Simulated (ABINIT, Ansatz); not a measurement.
# GaN (P6_3mc): bands and cutoff in G0W0 with ABINIT

What does each rung of G0W0 on GaN (P6_3mc) cost, and what does it buy?

Program: ABINIT 10.8.3. Level of theory: LDA and many-body steps on it, plane waves. Results are calculated unless marked as measured.

Most raw output is cut from this account.

The database entry behind the starting cell differs from later determinations by our own check (about 0.3 % short, ideal inner coordinate), so it need not match the best structure at ambient conditions.

### Step 1. Starting point

The structure is hexagonal, space group P6_3mc (No. 186). The conventional cell has a = 3.180 Å, b = 3.180 Å, c = 5.166 Å, α = 90.00°, β = 90.00°, γ = 120.00°. Ga has 4 N at 1.94 to 1.95 Å nearest. N has 4 Ga at 1.94 to 1.95 Å nearest. Farther neighbours and most contacts between anions are not listed.

The cell and positions come from the Crystallography Open Database and are kept as given unless a step says otherwise.

### Step 2. Empty states on the mesh, 3×3×2 mesh, 161 bands

This step: ABINIT 10.8.3; DFT, LDA, plane waves, norm-conserving pseudopotentials.

The sums over transitions need many empty states on a uniform mesh; this step solves for them.

Input file run.abi:

```
acell 3*1.0 Angstrom
rprim 
  3.179999999980 0.000000000005 0.000000000000
  -1.589999999994 2.753960784015 0.000000000000
  0.000000000000 0.000000000000 5.166000000000
ntypat 2
znucl 31 7
natom 4
typat 1 1 2 2
xred 
  0.333333333333 0.666666666667 0.000000000000
  0.666666666667 0.333333333333 0.500000000000
  0.333333333333 0.666666666667 0.375000000000
  0.666666666667 0.333333333333 0.875000000000
pp_dirpath "pseudos"
pseudos "Ga.upf, N.upf"
ecut 36
ngkpt 3 3 2
nshiftk 1
shiftk 0 0 0
kptopt 1
chksymbreak 0
irdden 1
istwfk *1
nband 161
prtvol 0
optdriver 6
gwr_task "HDIAGO"
paral_kgb 0
occopt 1
indata_prefix "in"
outdata_prefix "out"
tmpdata_prefix "tmp"
```

Run with:

```bash
> OMP_NUM_THREADS=1 mpirun -n 4 abinit run.abi > log
```

Wall time 42 s (4 MPI ranks of Arm Neoverse V2, shared host); peak memory 2.4 GiB; 2.8 min of CPU time.

Numbers from this step:

| Property | Result |
| --- | --- |
| gap | 2.009 eV |
| k of the valence top | 0, 0, 0 |
| k of the conduction bottom | 0, 0, 0 |
| least direct gap | 2.009 eV |
| k points computed | 6 |
| lowest point of the top converged band, above the valence top | 109.3194 eV |

On this mesh the gap is 2.009 eV.

The density comes from a self-consistent run that is not shown.

### Step 3. Screening, 3×3×2 mesh, 34 bands, screening to 76.2 eV

The RPA dielectric matrix is built and inverted for each q.

This step: RPA screening on LDA, plane waves, norm-conserving pseudopotentials.

run.abi, as its differences from that of step 2:

```diff
@@ -22,10 +22,11 @@
 chksymbreak 0
-irdden 1
 istwfk *1
-nband 161
-prtvol 0
-optdriver 6
-gwr_task "HDIAGO"
-paral_kgb 0
 occopt 1
+irdwfk 1
+optdriver 3
+nband 34
+ecuteps 2.8
+inclvkb 2
+awtr 1
+symchi 1
 indata_prefix "in"
```

Run time: 3.1 s. Hardware: 4 MPI ranks; peak memory 0.41 GiB.

Numbers from this step:

```yaml
eps_infinity_with_local_fields_on_this_mesh_along_the_program_s_q_direction: 9.579
the_same_without_local_fields: 9.929
plasma_frequency: 33.12 eV
plane_waves_in_the_screening_matrix: 67
```

Local fields lower ε∞ by 4 %. On a Γ-centred mesh this coarse the value itself is usually too large, while a short band sum pulls it down.

### Step 4. 34 bands, 76.2 eV

The self-energy is evaluated for the states that the input lists, and the levels follow from it, in one-shot runs by the linearised quasiparticle equation.

This step: G0W0 on LDA, plane waves, norm-conserving pseudopotentials.

run.abi, as its differences from that of step 3:

```diff
@@ -25,8 +25,15 @@
 irdwfk 1
-optdriver 3
+optdriver 4
 nband 34
+gwcalctyp 0
+ecutsigx 36
+symsigma 1
+nkptgw 1
+kptgw 
+  0.0000000000 0.0000000000 0.0000000000
+bdgw 
+  17 20
 ecuteps 2.8
-inclvkb 2
-awtr 1
-symchi 1
+irdscr 1
+ppmodel 1
 indata_prefix "in"
```

It took 2.1 s on 4 MPI ranks; peak memory 0.11 GiB; 8.1 s of CPU time.

Numbers from this step:

```yaml
g0w0_gap_on_the_points_computed: 2.456 eV
starting_gap_on_the_mesh: 2.009 eV
k_of_the_valence_top: 0, 0, 0
k_of_the_conduction_bottom: 0, 0, 0
z_at_the_valence_top: 0.796
z_at_the_conduction_bottom: 0.821
least_direct_g0w0_gap_on_the_computed_points: 2.456 eV
```

The gap on the mesh goes from 2.01 eV to 2.46 eV, a correction of +0.45 eV.

### Step 5. Screening, 3×3×2 mesh, 73 bands, screening to 141.5 eV

This step: RPA screening on LDA, plane waves, norm-conserving pseudopotentials.

run.abi, as its differences from that of step 4:

```diff
@@ -25,15 +25,8 @@
 irdwfk 1
-optdriver 4
-nband 34
-gwcalctyp 0
-ecutsigx 36
-symsigma 1
-nkptgw 1
-kptgw 
-  0.0000000000 0.0000000000 0.0000000000
-bdgw 
-  17 20
-ecuteps 2.8
-irdscr 1
-ppmodel 1
+optdriver 3
+nband 73
+ecuteps 5.2
+inclvkb 2
+awtr 1
+symchi 1
 indata_prefix "in"
```

The job ended after 6.6 s (4 MPI ranks; peak memory 0.52 GiB).

This step gave:

```yaml
eps_infinity_with_local_fields_on_this_mesh_along_the_program_s_q_direction: 9.385
the_same_without_local_fields: 10.05
plasma_frequency: 33.12 eV
plane_waves_in_the_screening_matrix: 161
```

### Step 6. 73 bands, 141.5 eV

This step: G0W0 on LDA, plane waves, norm-conserving pseudopotentials.

run.abi, as its differences from that of step 5:

```diff
@@ -25,8 +25,15 @@
 irdwfk 1
-optdriver 3
+optdriver 4
 nband 73
+gwcalctyp 0
+ecutsigx 36
+symsigma 1
+nkptgw 1
+kptgw 
+  0.0000000000 0.0000000000 0.0000000000
+bdgw 
+  17 20
 ecuteps 5.2
-inclvkb 2
-awtr 1
-symchi 1
+irdscr 1
+ppmodel 1
 indata_prefix "in"
```

The job ended after 2.5 s (4 MPI ranks; peak memory 0.12 GiB).

Numbers from this step:

```yaml
g0w0_gap_on_the_points_computed: 2.486 eV
starting_gap_on_the_mesh: 2.009 eV
k_of_the_valence_top: 0, 0, 0
k_of_the_conduction_bottom: 0, 0, 0
z_at_the_valence_top: 0.796
z_at_the_conduction_bottom: 0.817
least_direct_g0w0_gap_on_the_computed_points: 2.486 eV
```

Against G0W0 in ABINIT (3×3×2 mesh, 34 bands, screening to 76.2 eV, Godby-Needs plasmon pole), the gap moves by +0.030 eV.

### Step 7. Screening, 3×3×2 mesh, 153 bands, screening to 217.7 eV

This step: RPA screening on LDA, plane waves, norm-conserving pseudopotentials.

run.abi, as its differences from that of step 6:

```diff
@@ -25,15 +25,8 @@
 irdwfk 1
-optdriver 4
-nband 73
-gwcalctyp 0
-ecutsigx 36
-symsigma 1
-nkptgw 1
-kptgw 
-  0.0000000000 0.0000000000 0.0000000000
-bdgw 
-  17 20
-ecuteps 5.2
-irdscr 1
-ppmodel 1
+optdriver 3
+nband 153
+ecuteps 8
+inclvkb 2
+awtr 1
+symchi 1
 indata_prefix "in"
```

The job ended after 22 s (4 MPI ranks; peak memory 0.81 GiB).

This step gave:

```
ε∞ with local fields, on this mesh, along the program's q direction : 9.320
the same without local fields                                       : 10.09
plasma frequency                                                    : 33.12 eV
plane waves in the screening matrix                                 : 313
```

### Step 8. 153 bands, 217.7 eV

This step: G0W0 on LDA, plane waves, norm-conserving pseudopotentials.

run.abi, as its differences from that of step 7:

```diff
@@ -25,8 +25,15 @@
 irdwfk 1
-optdriver 3
+optdriver 4
 nband 153
+gwcalctyp 0
+ecutsigx 36
+symsigma 1
+nkptgw 1
+kptgw 
+  0.0000000000 0.0000000000 0.0000000000
+bdgw 
+  17 20
 ecuteps 8
-inclvkb 2
-awtr 1
-symchi 1
+irdscr 1
+ppmodel 1
 indata_prefix "in"
```

The job ended after 5.7 s (4 MPI ranks; peak memory 0.57 GiB).

Numbers from this step:

```
G0W0 gap on the points computed              : 2.564 eV
starting gap on the mesh                     : 2.009 eV
k of the valence top                         : 0, 0, 0
k of the conduction bottom                   : 0, 0, 0
least direct G0W0 gap on the computed points : 2.564 eV
```

Against G0W0 in ABINIT (3×3×2 mesh, 73 bands, screening to 141.5 eV, Godby-Needs plasmon pole), the gap moves by +0.078 eV.

### Step 9. Side by side

Times are wall times on 4 MPI ranks of Arm Neoverse V2, shared host, good to a factor of about two. A run's time includes the screening step that it read.

```
                run   mesh  bands  screening cutoff (eV)  DFT gap (eV)  gap on the mesh (eV)  direct (eV)  ε∞ used   time
  34 bands, 76.2 eV  3×3×2     34                   76.2         2.009                 2.456        2.456     9.58  5.2 s
 73 bands, 141.5 eV  3×3×2     73                  141.5         2.009                 2.486        2.486     9.39  9.2 s
153 bands, 217.7 eV  3×3×2    153                  217.7         2.009                 2.564        2.564     9.32   27 s
```

### Step 10. Summary of results

```json
{
  "34 bands, 76.2 eV": "2.456 eV",
  "73 bands, 141.5 eV": "2.486 eV",
  "153 bands, 217.7 eV": "2.564 eV",
  "known limits": "not at the basis limit; exchange with frozen shells missing; no spin-orbit coupling; coarse k mesh"
}
```

In words: From the first rung to the last the gap moves by +0.11 eV for 5.2 times the time. The steps are not yet shrinking, so no limit is drawn. In the G0W0 runs levels were corrected at 1 k point alone, so a gap called «on the mesh» is the least over those, and an edge elsewhere would be missed. The 3×3×2 mesh is coarse for this cell, which bears on the long-range parts of exchange and screening. The norm-conserving file of at least one element keeps a d shell over frozen s and p shells of the same row. Exchange with those shells is missing from the self-energy, an error of 0.3 to 0.9 eV in cases checked, whose sign depends on which edge lies on those atoms. The many-body steps are scalar-relativistic: spin-orbit coupling is not in them.

[Paths, hosts, dates, memory and timing lines, banners, echoed tables and standing remarks are left out of the program output.]

[Logs are printed without paths, hosts, clocks, repeated set-up lines and the standing remarks that a program may print on its own settings, such as how far it seeks lower states.]

[Runs of the session that timed out or met a known fault of the program may be left out.]

[Hosts, paths, dates, database ids (printed as entryN), source tags and the programs' standing remarks are cut or masked in the printed files.]

[G0W0 gaps are taken among the corrected bands and points alone; a level outside them can change the order at an edge.]

[Where Ansatz stands beside ABINIT at settings called matched, ABINIT's density can come from a denser mesh and the files from another edition; pairs whose starting gaps differed by over 0.03 eV were left out, so agreement reads better than it is.]
